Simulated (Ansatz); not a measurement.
# Formation energy and levels of the substitutional impurity In_Si in SiC (P6_3mc)

Aim: at which Fermi levels does In_Si in SiC (P6_3mc) change its charge? The model is a cell of 108 host atoms with 1 Si taken out and 1 In put in.

Main program and level: Ansatz 0.2.0; place-levels on r2SCAN runs: charge-transition levels and formation energies with image-charge correction and potential alignment at the atomic sites; PAW set soft_1.

**Measured values to reproduce.**

For SiC, 6H (bulk crystal, literature), “Charge spill-out and work function of few-layer graphene on SiC(0001)” (2018, arxiv:1806.04908) quotes earlier work: band gap (indirect gap, experimental literature value) 3.03 eV [Literature value cited in passing in the theory part; temperature and measurement method …].

**1. The starting structure**

The cell holds 108 atoms: 53 Si, 54 C and 1 In. Cell: a = 9.236 Å, b = 9.236 Å, c = 15.108 Å, α = 90.0°, β = 90.0°, γ = 120.0°. It derives from SiC (space group P6_3mc). Nearest the centre at fractional (0.667, 0.667, 0.500): In101 at 0.00 Å, C71 at 1.89 Å, C107 at 1.89 Å, C59 at 1.89 Å, C104 at 1.89 Å, Si77 at 3.08 Å, Si53 at 3.08 Å, Si5 at 3.08 Å.

Screening for the image-charge correction: ε∞ = (7.09, 7.09, 7.35), ε0 = (10.43, 10.43, 10.95), computed on the host (DFPT, PBEsol, on the r2SCAN cell), and a cell off the functional's own equilibrium shifts the ionic part.

The cell's shortest repeat is 9.2 Å.

**2. What was run first**

Levels follow from differences of total energies between charge states, each relaxed by itself.

Random displacements of about 0.05 Å break the site symmetry at the start, so that the relaxation can reach a distorted minimum if there is one. Forces are taken at one point at (¼, ¼, ¼). The cell holds 1 electron more than the neutral one, with a uniform background that keeps it neutral on the whole.

The sampling was tested on the host first: at the k-points planned (1x1x1 shifted 0.25 0.25 0.25) its energy lies -0.041 eV an atom from the dense-mesh value, a large miss, so this sampling is coarse for the host.

One state's input; the others differ in charge, spin, start and seed, and in occupations where the table says so.

File qm1.relax/input.yaml:

```yaml
crystal:
  lattice:
    - [3.07866498, 0.0, 0.0]
    - [-1.53933249, 2.66620208, 0.0]
    - [0.0, 0.0, 15.1078644]
  atoms:
    - { symbol: Si, position: [0.33333333, 0.66666667, 0.8329854] }
    - { symbol: Si, position: [0.66666667, 0.33333333, 0.3329854] }
    - { symbol: Si, position: [0.66666667, 0.33333333, 0.66650102] }
    - { symbol: Si, position: [0.33333333, 0.66666667, 0.16650102] }
    - { symbol: Si, position: [0.0, 0.0, 0.49972248] }
    - { symbol: Si, position: [0.0, 0.0, 0.99972248] }
    - { symbol: C, position: [0.0, 0.0, 0.87436694] }
    - { symbol: C, position: [0.0, 0.0, 0.37436694] }
    - { symbol: C, position: [0.33333333, 0.66666667, 0.70799668] }
    - { symbol: C, position: [0.66666667, 0.33333333, 0.20799668] }
    - { symbol: C, position: [0.66666667, 0.33333333, 0.54152848] }
    - { symbol: C, position: [0.33333333, 0.66666667, 0.04152848] }
  supercell: [3, 3, 1]
  defects: [{ substitution: { at: 100, symbol: In } }]
total_charge: -1
basis:
  ecutwfc: 500
  xc_grid: 2
hamiltonian:
  xc: r2scan
  pseudopotentials: { kind: paw, azcp: { folder: soft_1 } }
kpoints:
  mp_grid: { grid: [1, 1, 1], shift: [0.25, 0.25, 0.25] }
scf:
  occupations: { method: fixed }
  max_iter: 100
output:
  forces: true
  charged_corrections:
    epsilon: [7.09, 7.09, 7.35]
    static_epsilon: [10.43, 10.43, 10.95]
relax:
  f_tol: 0.02
  max_steps: 80
  random_displacement: { amplitude: 0.05, seed: 401 }
checkpoint:
  write: "../qm1.relax.run"
  compress: false
  write_wavefunctions: true
  write_every: 100000
```

On the command line:

```
$ ansatz run input.yaml --threads 4 --pin off --max-ram 15073MiB --backend cpu --events-out ev --progress --plain --runs-dir out
```

Defect states can disperse in a cell of this size, so the energy is taken again at a 2×2×2 shifted mesh, on the relaxed structure.

The run of this state that the levels use, under r2SCAN:

File qm1.point/input.yaml:

```yaml
crystal:
  checkpoint: "../qm1.relax.run"
  host: checkpoint
total_charge: -1
basis:
  ecutwfc: 500
  xc_grid: 2
hamiltonian:
  xc: r2scan
  pseudopotentials: { kind: paw, azcp: { folder: soft_1 } }
kpoints:
  mp_grid: { grid: [2, 2, 2], shift: [0.5, 0.5, 0.5] }
scf:
  occupations: { method: fermi_dirac, width: 0.01 }
  max_iter: 100
output:
  forces: true
  eigenvalues: true
  charged_corrections:
    epsilon: [7.09, 7.09, 7.35]
    static_epsilon: [10.43, 10.43, 10.95]
    defect_position: [0.666667, 0.666667, 0.499722]
  eigenstates: { localisation: true }
  populations: true
  band_densities: [{ bands: [v1, v1] }, { bands: [c1, c1] }]
  write_density: true
  write_potential: true
  volumetric_format: npy
  elf: true
checkpoint:
  read: "../qm1.relax.run"
  write: "../qm1.point.run"
  compress: false
  write_wavefunctions: false
  write_every: 100000
```

Relaxations under r2SCAN at one point at (¼, ¼, ¼); times on 4 threads of Arm Neoverse V1, shared host:

| charge | moment (μB) | occupations | outcome | steps | largest displacement against the far atoms (Å) | time |
| --- | --- | --- | --- | --- | --- | --- |
| −1 | 0 | fixed | converged | 5 | 0.24 | 3 min |
| 0 | 1 | fixed | converged | 6 | 0.27 | 9 min |
| +1 | 0 | fixed | converged | 8 | 0.28 | 4.9 min |
| +1 | 2 | fixed | converged | 7 | 0.26 | 9.5 min |

Single points under r2SCAN at a 2×2×2 shifted mesh; times on 4 threads of Arm Neoverse V1, shared host:

| charge | moment (μB) | occupations | outcome | time |
| --- | --- | --- | --- | --- |
| −1 | 0 | fermi-dirac | converged | 3.8 min |
| 0 | 1 | fermi-dirac | converged | 11 min |
| +1 | 0 | fermi-dirac | converged | 4.9 min |
| +1 | 2 | fermi-dirac | converged | 12 min |

Distances (Å) from In101 to the nearest atoms after relaxation with r2SCAN:

| charge | moment (μB) | 1. | 2. | 3. | 4. | 5. | 6. |
| --- | --- | --- | --- | --- | --- | --- | --- |
| −1 | 0 | C 2.10 | C 2.11 | C 2.11 | C 2.12 | Si 3.09 | Si 3.09 |
| 0 | 1 | C 2.10 | C 2.11 | C 2.11 | C 2.17 | Si 3.07 | Si 3.07 |
| +1 | 0 | C 2.10 | C 2.11 | C 2.12 | C 2.18 | Si 3.07 | Si 3.07 |
| +1 | 2 | C 2.10 | C 2.12 | C 2.15 | C 2.15 | Si 3.08 | Si 3.09 |

**3. Placing the levels, r2SCAN**

A charged cell interacts with its images and the background, and its potential has another zero than the host's. place-levels removes the first by a point-charge model, screened by the static dielectric constant since the ions have relaxed around the charge, and the second by comparing potentials at atoms far from the defect.

The host is a run of the defect-free crystal in the same cutoffs, grids and k-points, so that basis and sampling errors cancel in part in the differences. The host is run in a cell of 12 atoms on a matching mesh. Its band edges are searched through the zone by a band path, so the gap is smaller than, or equal to, that on the mesh. Chemical potentials are energies per atom of Si (diamond) and In (body-centred tetragonal), run with the same functional and cutoff.

File levels.point.yaml:

```yaml
host:
  run: host.point.run
states: [qm1.point.run, q0_M1.point.run, qp1.point.run, qp1_M2.point.run]
geometry_from:
  qm1.point.run: qm1.relax.run
  q0_M1.point.run: q0_M1.relax.run
  qp1.point.run: qp1.relax.run
  qp1_M2.point.run: qp1_M2.relax.run
  host.point.run: host.relax.run
chemical_potentials:
  Si:
    energy: -639.06578
    dataset: <sha256 of the dataset>
  In:
    energy: -5611.882005
    dataset: <sha256 of the dataset>
epsilon: [7.09, 7.09, 7.35]
static_epsilon: [10.43, 10.43, 10.95]
vertical:
  - { from: qm1.point.run, to: qm1.point_neutral.run }
  - { from: qp1.point.run, to: qp1.point_neutral.run }
  - { from: qp1_M2.point.run, to: qp1_M2.point_neutral.run }
```

On the command line:

```
$ ansatz place-levels levels.point.yaml -- --threads 4 --pin off --max-ram 15073MiB
```

Numbers of over 12 decimals in the logs are rounded to 6 here.

Output:

```text
[... repeated set-up lines and file paths are left out, and long positions are rounded to six places ...]
(+1/0) 0.030 eV beneath the valence edge (-0.148 eV without the band-filling correction), in the valence band
(0/-1) 0.321 eV above the valence edge, 2.047 eV under the conduction edge
formation energy of charge +1: +4.703 eV with the Fermi level at the valence edge
formation energy of charge 0: +4.673 eV with the Fermi level at the valence edge
formation energy of charge -1: +4.994 eV with the Fermi level at the valence edge
vertical -1 to 0: no energy, since no alignment is typed
  the change from vertical[0].from (qm1.point.run) to vertical[0].to (qm1.point_neutral.run): by its potential at epsilon [7.09, 7.09, 7.35] it stands at 0.581 0.752 0.544, with an rms radius of about 3.4 Å (2.0 2.0 1.9 Å across the planes of the cell's [...]
vertical +1 to 0: no energy, since no alignment is typed
  the change from vertical[1].from (qp1.point.run) to vertical[1].to (qp1.point_neutral.run): by its potential at epsilon [7.09, 7.09, 7.35] it stands at 0.549 0.779 0.549, with an rms radius of about 4.6 Å (2.2 2.3 3.3 Å across the planes of the cell's [...]
vertical +1 to 0: no energy, since no alignment is typed
  the change from vertical[2].from (qp1_M2.point.run) to vertical[2].to (qp1_M2.point_neutral.run): by its potential at epsilon [7.09, 7.09, 7.35] it stands at 0.595 0.741 0.468, with an rms radius of about 3.9 Å (1.5 1.5 3.2 Å across the planes of the cell's [...]
  edges by r2scan, gap 2.368 eV; the host is sampled to repeats of 18.47 Å
  the defect's cells are sampled to repeats of 18.47 Å, like sampling
  charge +1: -53109.3625 eV with its correction of +0.241 eV, at epsilon [10.43, 10.43, 10.95], aligned at sites: +0.0740 eV, mean over 73 atomic sites at or beyond 4.62 Å from the host's site at [0.6663, 0.6671, 0.4997] by the defect at [0.6667, 0.6667, [...]
  charge 0: +0.000 eV for its dipole among its images, +0.000 omitted
  charge -1: -53090.3208 eV with its correction of +0.021 eV, at epsilon [10.43, 10.43, 10.95], aligned at sites: +0.1458 eV, mean over 73 atomic sites at or beyond 4.62 Å from the host's site at [0.6663, 0.6671, 0.4997] by the defect at [0.6667, 0.6667, [...]
  charge +1: states[2] (qp1.point.run) stands 0.000 eV higher, with a moment of 0.00 μB against 2.00
  states[2] (qp1.point.run): levels filled in part (TS 0.005 eV): its energy is of no whole electron's
  of states[3] (qp1_M2.point.run): it parts from the run at its places by a charge that spreads by about 3.2 Å along one vector (2.6 Å or more is wide), by its potential at epsilon [7.09, 7.09, 7.35], taken for that of held ions (one typed too small widens [...]
  of states[1] (q0_M1.point.run): stability_check_not_made
  of states[0] (qm1.point.run): it parts from the run at its places by a charge that spreads by about 2 Å along one vector (1.4 Å or more is wide), by its potential at epsilon [7.09, 7.09, 7.35], taken for that of held ions (one typed too small widens it), [...]
  of states[2] (qp1.point.run): it parts from the run at its places by a charge that spreads by about 2.3 Å along one vector (1.4 Å or more is wide), by its potential at epsilon [7.09, 7.09, 7.35], taken for that of held ions (one typed too small widens it), [...]
  of vertical[0].from (qm1.point.run): it parts from the run at its places by a charge that spreads by about 2 Å along one vector (1.4 Å or more is wide), by its potential at epsilon [7.09, 7.09, 7.35], taken for that of held ions (one typed too small widens [...]
  vertical[0].to (qm1.point_neutral.run): levels filled in part (TS 0.005 eV): its energy is of no whole electron's
  of vertical[0].to (qm1.point_neutral.run): its moments are held at its close (magnetization.spin_locking), by a field of 0.023 eV a Bohr magneton, and its energy and levels are of the state that this holds: a run that lets them go can end lower; [...]
  vertical[1].from (qp1.point.run): levels filled in part (TS 0.005 eV): its energy is of no whole electron's
  of vertical[1].from (qp1.point.run): its sublattices stand up to 0.0183 Å off the host's, which by the two runs' forces adds about +0.02 eV to its energy against the host's, and moves the band edges: relax the crystal first, and build the cells on it; [...]
  of vertical[1].to (qp1.point_neutral.run): stability_check_not_made
  of vertical[2].from (qp1_M2.point.run): its moments are held at its close (magnetization.spin_locking), by a field of 0.016 eV a Bohr magneton, and its energy and levels are of the state that this holds: a run that lets them go can end lower; [...]
  vertical[2].to (qp1_M2.point_neutral.run): levels filled in part (TS 0.001 eV): its energy is of no whole electron's
  of vertical[2].to (qp1_M2.point_neutral.run): it set out from the moments of a save, which an earlier run chose (saved_moments_taken); stability_check_not_made
```

Run time: 0.72 s. Hardware: 4 threads of Arm Neoverse V1, shared host.

Levels between the charges placed, in eV above the valence top:

|  | gap (eV) | (+1/0) | (0/−1) |
| --- | --- | --- | --- |
| r2SCAN | 2.37 | -0.03 | 0.32 |

Corrections by state:

| charge | moment (μB) | image terms and alignment (eV) | band filling (eV) | ε used | over the lowest of its charge, as the program ranks them, band filling apart (eV) |
| --- | --- | --- | --- | --- | --- |
| +1 | 2.0 | 0.241 | -0.118 | principal values (10.43, 10.43, 10.95) | 0.000 |
| 0 | 1.0 | 0.000 | - | - | 0.000 |
| −1 | 0.0 | 0.021 | - | principal values (10.43, 10.43, 10.95) | 0.000 |
| +1 | 0.0 | 0.199 | - | principal values (10.43, 10.43, 10.95) | 0.000 |

The charged structures listed were also run neutral, and place-levels reads from each pair, by the potential or the spins, how wide the charge is by which they differ; that can be the carrier of either run.

| charge | rms radius (Å) | spread where it is widest against the cell (Å) | wide from (Å) | reading |
| --- | --- | --- | --- | --- |
| +1 | 3.9 | 3.23 | 2.62 | wide |
| −1 | 3.4 | 2.03 | 1.39 | wide |

The neutral runs of these pairs need not share the spin of the lowest neutral state, and very wide values only mean spread over the cell.

From the program's caveats on the states, each cut to its opening words:

- charge +1 (2 μB): it parts from the run at its places by a charge that spreads by about 3.2 Å along one vector (2.6 Å or more is wide), by its potential at epsilon [7.09, 7.09, [...]
- charge +1 (2 μB): a band-filling correction moves a carrier to the host's band edge, which changes its energy by -0.118 eV
- charge +1 (2 μB): the host's ions (past the first shell or, of a walk that freed a part, those that it held) aren't shown at rest: they stand up to 0.059 Å off their sites, 1.93 [...]
- charge +1 (2 μB): its moments are held at its close (magnetization.spin_locking), by a field of 0.016 eV a Bohr magneton, and its energy and levels are of the state that this [...]
- charge +1 (2 μB), 0 (1 μB): flagged: stability check not made
- charge −1: it parts from the run at its places by a charge that spreads by about 2 Å along one vector (1.4 Å or more is wide), by its potential at epsilon [7.09, 7.09, [...]
- charge +1: it parts from the run at its places by a charge that spreads by about 2.3 Å along one vector (1.4 Å or more is wide), by its potential at epsilon [7.09, 7.09, [...]
- charge +1: the host's ions (past the first shell or, of a walk that freed a part, those that it held) aren't shown at rest: they stand up to 0.069 Å off their sites, 1.88 [...]
- charge +1: its sublattices stand up to 0.0183 Å off the host's, which by the two runs' forces adds about +0.02 eV to its energy against the host's, and moves the band [...]

Chemical potentials of the elements' reference phases, run alike. Formation energies (elemental references), with the Fermi level at the valence top and at the conduction bottom (gap 2.37 eV):

| charge | at valence top (eV) | at conduction bottom (eV) | correction included (eV) |
| --- | --- | --- | --- |
| +1 | 4.70 | 7.07 | 0.12 |
| 0 | 4.67 | 4.67 | 0.00 |
| −1 | 4.99 | 2.63 | 0.02 |

| Fermi level (eV) | lowest formation energy (eV) |
| --- | --- |
| 0.00 | 4.67 |
| 0.22 | 4.67 |
| 0.43 | 4.56 |
| 0.65 | 4.35 |
| 0.86 | 4.13 |
| 1.08 | 3.92 |
| 1.29 | 3.70 |
| 1.51 | 3.49 |
| 1.72 | 3.27 |
| 1.94 | 3.06 |
| 2.15 | 2.84 |
| 2.37 | 2.63 |

**4. The same at the relaxations' own k-points**

The relaxations' own energies give the levels at their sampling, for comparison.

File levels.relax_mesh.yaml:

```yaml
host:
  run: host.relax.run
states: [qm1.relax.run, q0_M1.relax.run, qp1.relax.run, qp1_M2.relax.run]
chemical_potentials:
  Si:
    energy: -639.06578
    dataset: <sha256 of the dataset>
  In:
    energy: -5611.882005
    dataset: <sha256 of the dataset>
```

On the command line:

```
$ ansatz place-levels levels.relax_mesh.yaml -- --threads 4 --pin off --max-ram 15073MiB
```

Output:

```text
[...]
(0/-1) 0.298 eV above the valence edge, 2.080 eV under the conduction edge
formation energy of charge +1: +4.809 eV with the Fermi level at the valence edge
formation energy of charge 0: +4.748 eV with the Fermi level at the valence edge
formation energy of charge -1: +5.046 eV with the Fermi level at the valence edge
  edges by r2scan, gap 2.378 eV; the host is sampled to repeats of 16.00 Å
[... the lines on each state left out ...]
```

The job ended after 0.2 s (4 threads).

Levels between neighbouring charges, in eV above the valence top:

|  | gap (eV) | (+1/0) | (0/−1) |
| --- | --- | --- | --- |
| one point at (¼, ¼, ¼) | 2.38 | -0.06 | 0.30 |
| a 2×2×2 shifted mesh | 2.37 | -0.03 | 0.32 |

Going from one point at (¼, ¼, ¼) to a 2×2×2 shifted mesh moves the levels that carry no band-filling term by up to 0.02 eV and formation energies against the elements by up to 0.11 eV; band-filling terms, which differ between samplings, are in these energies.

**5. Outcome**

```yaml
gap_of_the_host: 2.37 eV (r2SCAN)
level_plus_1_over_0: 0.03 eV below the valence top (-0.15 eV above the valence top without the band-filling term)
level_0_minus_1: 0.32 eV above the valence top
lowest_of_the_charges_placed_just_above_the_valence_top_0p02_ev: 0
lowest_of_the_charges_placed_just_below_the_conduction_bottom_0p02_ev: −1
lowest_formation_energy_at_mid_gap_of_the_charges_run_elemental_references: 3.81 eV
```

Of the charges placed (−1, 0 and +1), the lowest changes at 0.32 eV (0/−1) above the valence top, in a gap of 2.37 eV. Charges below −1 were not placed, so these runs say nothing of levels that involve them. States placed: +1 at 2 μB and 0 μB; 0 at 1 μB; −1 at 0 μB. Other spin states or structures, where not listed, weren't placed. The program finds carriers beyond a band edge of the host and adds a band-filling term at charge +1 (-0.12 eV); steps to such a charge show no bound level, and a defect level inside a band would be read the same way. In is taken at its element; compounds, which aren't counted here, bound the chemical potentials and would shift these formation energies. Going from one point at (¼, ¼, ¼) to a 2×2×2 shifted mesh moves the levels that carry no band-filling term by up to 0.02 eV and formation energies against the elements by up to 0.11 eV; band-filling terms, which differ between samplings, are in these energies. What this leaves open: r2SCAN makes the gap too small and tends to spread out bound carriers; spin–orbit coupling, which can matter with heavy atoms, is left out; force components of up to 0.64 eV/Å remain in a run at the final settings.

Comparison with the measured values:

```
                             quantity  measured           r2SCAN
band gap (least gap of the host) (eV)      3.03  2.37 (-0.66 eV)
```

Measured values from arxiv:1806.04908 (2018).

How well it matches: The band gap is off by -0.66 eV: a clear miss. Local and semilocal functionals usually give gaps below the measured ones. Zero-point and thermal motion shift the measured gap.

[Logs are printed without paths, hosts, clocks, repeated set-up lines and the standing remarks that a program may print on its own settings, such as how far it seeks lower states.]

[Hosts, paths, dates, database ids (printed as entryN), source tags and the programs' standing remarks are cut or masked in the printed files.]

[Where a table of states has a column of steps, it counts the stored structures, which are thinned; the runs took as many ionic steps or more.]

[A defect's name tells the site on which it was built; relaxed atoms can leave that site.]

[For some hosts the program warned that the k-mesh of the response run may be too coarse for force constants and the static dielectric constant; such warnings are not shown here.]
